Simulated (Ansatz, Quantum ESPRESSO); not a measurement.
# Hf2COS MXene, 1 layer: biaxial strain by an ASE script, part 2 of 2

Aim: band edges, gap and stiffness of Hf2COS MXene, 1 layer under biaxial strain.

Quantum ESPRESSO 7.5; plane-wave DFT, PBE, GBRV ultrasoft pseudopotentials; geometry by Ansatz 0.2.0 with PAW datasets.

So far: The starting structure; Relaxation with Ansatz.

## 3. The script

Under ESM bc1 levels count from the vacuum, or from the mean of the two vacuum levels where the sheet has a dipole, so band edges at unlike strains can be compared.

Level of this step: plane-wave DFT, PBE, GBRV ultrasoft pseudopotentials (Quantum ESPRESSO 7.5).

run.py

```python
import json
import numpy as np
from ase import Atoms
from ase.calculators.espresso import Espresso, EspressoProfile

profile = EspressoProfile(command='mpirun -n 2 pw.x -nk 2', pseudo_dir='../pseudo')
pseudopotentials = {'C': 'c_pbe_v1.2.uspp.F.UPF', 'Hf': 'hf_pbe_v1.uspp.F.UPF', 'O': 'o_pbe_v1.2.uspp.F.UPF', 'S': 's_pbe_v1.4.uspp.F.UPF'}
system = {'ecutwfc': 40, 'ecutrho': 200, 'occupations': 'smearing', 'smearing': 'fd', 'degauss': 0.002}


def calculator(name, kpts, **extra):
    data = dict(control=dict(tprnfor=True, verbosity='high', disk_io='none'),
                system=system | extra,
                electrons=dict(conv_thr=1e-09, mixing_beta=0.4, mixing_mode='plain',
                               electron_maxstep=100))
    return Espresso(profile=profile, directory=name, pseudopotentials=pseudopotentials, kpts=kpts, input_data=data)


def centre(atoms):
    z = atoms.positions[:, 2]
    atoms.positions[:, 2] -= (z.max() + z.min()) / 2  # ESM wants the slab about z = 0
    return atoms

sheet = Atoms(
    ['S', 'Hf', 'C', 'Hf', 'O'],
    scaled_positions=[
        [0.3333333333, 0.6666666667, 0.3732793704],
        [0.6666666667, 0.3333333333, 0.4505969727],
        [0.0000000000, 0.0000000000, 0.5148640567],
        [0.3333333333, 0.6666666667, 0.5818876133],
        [0.6666666667, 0.3333333333, 0.6255434167]],
    cell=[
        [3.349565601393, 0.000000000000, 0.000000000000],
        [-1.674782800696, 2.900808902449, 0.000000000000],
        [0.000000000000, 0.000000000000, 20.586622663100]],
    pbc=True)

rows = []
for strain in [-0.03, -0.015, 0.0, 0.015, 0.03]:
    atoms = sheet.copy()
    atoms.set_cell(sheet.cell.array * [[1 + strain], [1 + strain], [1]], scale_atoms=True)
    atoms = centre(atoms)
    atoms.calc = calculator(f's{strain:+.3f}', (12, 12, 1), assume_isolated='esm', esm_bc='bc1', nbnd=24)
    energy = atoms.get_potential_energy()
    levels = np.array([atoms.calc.get_eigenvalues(kpt=i) for i in range(len(atoms.calc.get_ibz_k_points()))])
    top, bottom = levels[:, 19].max(), levels[:, 20].min()
    direct = (levels[:, 20] - levels[:, 19]).min()
    rows.append([strain, energy, top, bottom, direct])
    print(f'strain {strain:+.3f}: E = {energy:.5f} eV, valence top {top:.3f}, conduction bottom {bottom:.3f}, '
          f'gap {bottom - top:.3f}, least direct gap {direct:.3f} eV')

x, energy, top, bottom, direct = np.array(rows).T
area = np.linalg.norm(np.cross(*sheet.cell[:2]))
stiffness = np.polyfit(x, energy, 2)[0] / area * 16.0218  # C11 + C12, heights clamped
print(f'valence and conduction edges move by {np.polyfit(x, top, 1)[0]:.2f} and {np.polyfit(x, bottom, 1)[0]:.2f} eV per unit biaxial strain')
print(f'C11 + C12 with clamped heights: {stiffness:.1f} N/m')
json.dump(dict(rows=rows, stiffness=stiffness), open('result.json', 'w'))
```

The run is started by

```console
$ OMP_NUM_THREADS=1 python run.py
```

The log of the run:

```text
strain -0.030: E = -5255.80754 eV, valence top -4.941, conduction bottom -5.335, gap -0.394, least direct gap 0.744 eV
strain -0.015: E = -5255.96565 eV, valence top -5.051, conduction bottom -5.317, gap -0.266, least direct gap 0.852 eV
strain +0.000: E = -5256.01522 eV, valence top -5.176, conduction bottom -5.309, gap -0.132, least direct gap 0.968 eV
strain +0.015: E = -5255.96718 eV, valence top -5.292, conduction bottom -5.305, gap -0.012, least direct gap 1.073 eV
strain +0.030: E = -5255.83171 eV, valence top -5.391, conduction bottom -5.302, gap 0.089, least direct gap 1.159 eV
valence and conduction edges move by -7.61 and 0.53 eV per unit biaxial strain
C11 + C12 with clamped heights: 358.5 N/m
```

It took 9 min on 2 MPI ranks of Arm Neoverse V2, shared host; peak memory 0.69 GiB; 18 min of CPU time.

The input that ASE wrote for the first run, and its log:

```
&CONTROL
   verbosity        = 'high'
   tprnfor          = .true.
   disk_io          = 'none'
   pseudo_dir       = '../pseudo'
/
&SYSTEM
   nbnd             = 24
   ecutwfc          = 40
   ecutrho          = 200
   occupations      = 'smearing'
   degauss          = 0.002
   smearing         = 'fd'
   assume_isolated  = 'esm'
   esm_bc           = 'bc1'
   ntyp             = 4
   nat              = 5
   ibrav            = 0
/
&ELECTRONS
   electron_maxstep = 100
   conv_thr         = 1e-09
   mixing_mode      = 'plain'
   mixing_beta      = 0.4
/
&IONS
/
&CELL
/
&FCP
/
&RISM
/
ATOMIC_SPECIES
S 32.06 s_pbe_v1.4.uspp.F.UPF
Hf 178.49 hf_pbe_v1.uspp.F.UPF
C 12.011 c_pbe_v1.2.uspp.F.UPF
O 15.999 o_pbe_v1.2.uspp.F.UPF

K_POINTS automatic
12 12 1  0 0 0

CELL_PARAMETERS angstrom
3.24907863335121 0.00000000000000 0.00000000000000
-1.62453931667512 2.81378463537553 0.00000000000000
0.00000000000000 0.00000000000000 20.58662266310000

ATOMIC_POSITIONS angstrom
S -0.0000000002 1.8758564237 -2.5966323663  
Hf 1.6245393168 0.9379282117 -1.0049240626  
C 0.0000000000 0.0000000000 0.3181181454  
Hf -0.0000000002 1.8758564237 1.6979068147  
O 1.6245393168 0.9379282117 2.5966323663
```

```text
Program PWSCF v.7.5 starts
[citation notice left out]

     Parallel version (MPI & OpenMP), running on       2 processor cores
     Number of MPI processes:                 2
     Threads/MPI process:                     1

     MPI processes distributed on     1 nodes
[... 1 line left out ...]

Warning: card &CELL ignored
Warning: card &FCP ignored
Warning: card &RISM ignored

     Current dimensions of program PWSCF are:
     Max number of different atomic species (ntypx) = 10
     Max number of k-points (npk) =  40000
     Max angular momentum in pseudopotentials (lmaxx) =  4
     Message from routine setup:
     using ibrav=0 with symmetry is DISCOURAGED, use correct ibrav instead

     K-points division:     npool     =       2
     Subspace diagonalization in iterative solution of the eigenvalue problem:
     a serial algorithm will be used

     G-vector sticks info
     --------------------
     sticks:   dense  smooth     PW     G-vecs:    dense   smooth      PW
     Sum         511     421    121                60553    43477    7311

     Using Slab Decomposition

     bravais-lattice index     =            0
     lattice parameter (alat)  =       6.1399  a.u.
     unit-cell volume          =    1270.0850 (a.u.)^3
     number of atoms/cell      =            5
     number of atomic types    =            4
     number of electrons       =        40.00
     number of Kohn-Sham states=           24
     kinetic-energy cutoff     =      40.0000  Ry
     charge density cutoff     =     200.0000  Ry
     scf convergence threshold =      1.0E-09
     mixing beta               =       0.4000
     number of iterations used =            8  plain     mixing
     Exchange-correlation= SLA  PW   PBE  PBE
                           (   1   4   3   4   0   0   0)

     Effective Screening Medium Method
     =================================
     Boundary Conditions: Vacuum-Slab-Vacuum
     total charge in unit cell        =   0.0000
     grid points for fit at edges     =        4

[... 10 lines left out ...]
     PseudoPot. # 1 for S  read from file:
     ../pseudo/s_pbe_v1.4.uspp.F.UPF
     Pseudo is Ultrasoft + core correction, Zval =  6.0
     Generated by new atomic code, or converted to UPF format
     Using radial grid of  907 points,  6 beta functions with:
                l(1) =   0
                l(2) =   0
                l(3) =   1
                l(4) =   1
                l(5) =   2
                l(6) =   2
     Q(r) pseudized with  8 coefficients,  rinner =    1.300   1.300   1.300
                                                       1.300   1.300

     PseudoPot. # 2 for Hf read from file:
     ../pseudo/hf_pbe_v1.uspp.F.UPF
     Pseudo is Ultrasoft + core correction, Zval = 12.0
     Generated by new atomic code, or converted to UPF format
     Using radial grid of  921 points,  8 beta functions with:
                l(1) =   0
                l(2) =   0
[... 906 lines left out ...]

     negative rho (up, down):  2.214E-01 0.000E+00

     Forces acting on atoms (cartesian axes, Ry/au):

     atom    1 type  1   force =     0.00000000    0.00000000   -0.03040292
     atom    2 type  2   force =     0.00000000    0.00000000    0.01522640
     atom    3 type  3   force =     0.00000000    0.00000000    0.00027411
     atom    4 type  2   force =     0.00000000    0.00000000   -0.01274767
     atom    5 type  4   force =     0.00000000    0.00000000    0.02778594
     The non-local contrib.  to forces
     atom    1 type  1   force =    -0.00000000   -0.00000000    0.08765954
     atom    2 type  2   force =     0.00000000    0.00000000    0.02084326
     atom    3 type  3   force =     0.00000000    0.00000000    0.01203014
     atom    4 type  2   force =     0.00000000    0.00000000    0.14728915
     atom    5 type  4   force =     0.00000000    0.00000000   -0.66066415
     The ionic contribution  to forces
     atom    1 type  1   force =     0.00000000   -0.00000000  -76.38931314
     atom    2 type  2   force =    -0.00000000    0.00000000  -73.26784289
     atom    3 type  3   force =    -0.00000000    0.00000000   -0.13079483
     atom    4 type  2   force =     0.00000000   -0.00000000   79.31323247
     atom    5 type  4   force =    -0.00000000    0.00000000   70.47471839
     The local contribution  to forces
     atom    1 type  1   force =     0.00000000   -0.00000000   76.27469823
     atom    2 type  2   force =    -0.00000001    0.00000001   73.26219969
     atom    3 type  3   force =    -0.00000000    0.00000000    0.11914542
     atom    4 type  2   force =     0.00000001   -0.00000001  -79.49386733
     atom    5 type  4   force =    -0.00000001    0.00000001  -69.78866047
     The core correction contribution to forces
     atom    1 type  1   force =    -0.00000000    0.00000000   -0.00343464
     atom    2 type  2   force =     0.00000000   -0.00000000    0.00006995
     atom    3 type  3   force =     0.00000000    0.00000000   -0.00010634
     atom    4 type  2   force =    -0.00000000    0.00000000    0.02060107
     atom    5 type  4   force =    -0.00000000    0.00000000    0.00239994
     The Hubbard contrib.    to forces
     atom    1 type  1   force =     0.00000000    0.00000000    0.00000000
     atom    2 type  2   force =     0.00000000    0.00000000    0.00000000
     atom    3 type  3   force =     0.00000000    0.00000000    0.00000000
     atom    4 type  2   force =     0.00000000    0.00000000    0.00000000
     atom    5 type  4   force =     0.00000000    0.00000000    0.00000000
     The SCF correction term to forces
     atom    1 type  1   force =    -0.00000000    0.00000000   -0.00001292
     atom    2 type  2   force =     0.00000000   -0.00000000   -0.00004360
     atom    3 type  3   force =     0.00000000    0.00000000   -0.00000027
     atom    4 type  2   force =    -0.00000000    0.00000000   -0.00000304
     atom    5 type  4   force =     0.00000000   -0.00000000   -0.00000775

     Total force =     0.045725     Total SCF correction =     0.000046
     Message from routine punch:
     Nothing written, as per user request (disk_io='none')

[... 1 line left out ...]

[... 1 line left out ...]

[... 1 line left out ...]

[... 3 lines left out ...]

[... 1 line left out ...]

[... 2 lines left out ...]

[... 1 line left out ...]

[... 1 line left out ...]

=------------------------------------------------------------------------------=
   JOB DONE.
=------------------------------------------------------------------------------=
```

Read from the output:

| Item | Value |
| --- | --- |
| biaxial stiffness | 358.5 N/m |

Table of band edge from the vacuum level by biaxial strain:

```
biaxial strain (%)  valence top (eV)  conduction bottom (eV)
             -3.00             -4.94                   -5.34
             -1.50             -5.05                   -5.32
              0.00             -5.18                   -5.31
              1.50             -5.29                   -5.30
              3.00             -5.39                   -5.30
```

The gap by biaxial strain:

```
biaxial strain (%)  on the mesh (eV)  least direct (eV)
             -3.00            -0.394              0.744
             -1.50            -0.266              0.852
              0.00            -0.132              0.968
              1.50           -0.0123               1.07
              3.00             0.089               1.16
```

Table of energy over the lowest by biaxial strain:

```
biaxial strain (%)  energy over the lowest (meV)
             -3.00                           208
             -1.50                          49.6
              0.00                             0
              1.50                          48.0
              3.00                           184
```

## 4. The script: PBEsol, GBRV ultrasoft

Level of this step: plane-wave DFT, PBEsol, GBRV ultrasoft pseudopotentials (Quantum ESPRESSO 7.5).

run.py, as its differences from the input of step 3:

```diff
@@ -6,3 +6,3 @@
 profile = EspressoProfile(command='mpirun -n 2 pw.x -nk 2', pseudo_dir='../pseudo')
-pseudopotentials = {'C': 'c_pbe_v1.2.uspp.F.UPF', 'Hf': 'hf_pbe_v1.uspp.F.UPF', 'O': 'o_pbe_v1.2.uspp.F.UPF', 'S': 's_pbe_v1.4.uspp.F.UPF'}
+pseudopotentials = {'C': 'c_pbesol_v1.2.uspp.F.UPF', 'Hf': 'hf_pbesol_v1.uspp.F.UPF', 'O': 'o_pbesol_v1.2.uspp.F.UPF', 'S': 's_pbesol_v1.4.uspp.F.UPF'}
 system = {'ecutwfc': 40, 'ecutrho': 200, 'occupations': 'smearing', 'smearing': 'fd', 'degauss': 0.002}
```

The run is started by

```console
$ OMP_NUM_THREADS=1 python run.py
```

The log of the run:

```text
strain -0.030: E = -5242.10948 eV, valence top -4.987, conduction bottom -5.434, gap -0.446, least direct gap 0.702 eV
strain -0.015: E = -5242.18015 eV, valence top -5.092, conduction bottom -5.413, gap -0.321, least direct gap 0.807 eV
strain +0.000: E = -5242.14753 eV, valence top -5.206, conduction bottom -5.400, gap -0.194, least direct gap 0.917 eV
strain +0.015: E = -5242.02141 eV, valence top -5.324, conduction bottom -5.395, gap -0.070, least direct gap 1.026 eV
strain +0.030: E = -5241.81023 eV, valence top -5.424, conduction bottom -5.391, gap 0.033, least direct gap 1.115 eV
valence and conduction edges move by -7.37 and 0.70 eV per unit biaxial strain
C11 + C12 with clamped heights: 344.0 N/m
```

The job ended after 10 min (2 MPI ranks; peak memory 0.69 GiB).

This step gave:

- biaxial stiffness: 344.0 N/m

Table of band edge from the vacuum level by biaxial strain:

```
biaxial strain (%)  valence top (eV)  conduction bottom (eV)
             -3.00             -4.99                   -5.43
             -1.50             -5.09                   -5.41
              0.00             -5.21                   -5.40
              1.50             -5.32                   -5.39
              3.00             -5.42                   -5.39
```

Gap against biaxial strain:

```
biaxial strain (%)  on the mesh (eV)  least direct (eV)
             -3.00            -0.446              0.702
             -1.50            -0.321              0.807
              0.00            -0.194              0.917
              1.50           -0.0702               1.03
              3.00            0.0332               1.11
```

Energy over the lowest against biaxial strain:

```
biaxial strain (%)  energy over the lowest (meV)
             -3.00                          70.7
             -1.50                             0
              0.00                          32.6
              1.50                           159
              3.00                           370
```

## 5. By hand

Under equal strain ε in the plane, E = A (C11 + C12) ε². From the points at ±1.5 %: d²E/dε² = (49.57 + 48.04 − 2 × 0.00) meV / 0.015² = 434 eV, and 434/(2 × 9.716 Å²) × 16.02 = 358 N/m.

## 6. What came out

| Property | Result |
| --- | --- |
| C11 + C12, heights clamped, PBE, GBRV ultrasoft | 358 N/m |
| C11 + C12, heights clamped, PBEsol, GBRV ultrasoft | 344 N/m |

What this shows: The sheet's biaxial stiffness comes to 358 N/m (PBE, GBRV ultrasoft). The bands touch or overlap at some strains, so edges by band count are no gaps there. Heights are clamped under strain, which makes a sheet with several atomic planes too stiff. Zero strain is the PBE cell; under PBEsol the energy is lowest near -1.2 %, so its stiffness is taken away from its own minimum. Semilocal gaps are too small. The sheet carries a dipole, so the two faces have unlike vacuum levels and the zero lies between them. Spin-orbit coupling is left out; depending on the atoms that carry the levels of interest, it can split and shift them by tenths of an eV to an eV or more.

[Logs are printed without paths, hosts, clocks, repeated set-up lines and the standing remarks that a program may print on its own settings, such as how far it seeks lower states.]

[Hosts, paths, dates, database ids (printed as entryN), source tags and the programs' standing remarks are cut or masked in the printed files.]

[Maps of the electrostatic potential energy from Ansatz leave out the sawtooth potential of an applied field or a dipole correction, so their vacuum need not be flat; planar profiles and work functions include it.]
